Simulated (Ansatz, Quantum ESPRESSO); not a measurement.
# Predicting the next point of a tunnelling series: vacuum gaps between two Au(100) faces

How the rows were computed: Quantum ESPRESSO 7.5 (pw.x, pwcond.x), PBE, JTH PAW; geometry as built. T is the transmission per spin at the Fermi level, averaged over the mesh across the current, in a cell of 8.69 Å². The series steps the width of the vacuum gap.

| width (Å) | T |
| --- | --- |
| 4 | 0.185 |
| 5 | 0.0311 |
| 6 | 0.00412 |

One more run was made and is withheld. What is T at 7 Å?

**Fit.** In the tunnelling regime ln T falls linearly. The last two rows give a slope of ln(0.0311/0.00412)/(6 − 5) = 2.021 per Å, so T(7) ≈ 0.00412 × exp(−2.021 × 1) = 0.000546.

**Check.** T = 0.000499; the estimate is 1.09 times that. The slope over the last interval is 2.111: the same within 8 %. Points of the mesh with over 2.5 times the mean carry 68 % of this T, so the value leans on the mesh. A second code, Ansatz 0.2.0, gives 0.000526.

**Limits.** Short leads, unrelaxed atoms, a barrier without the image potential and an untested mesh.
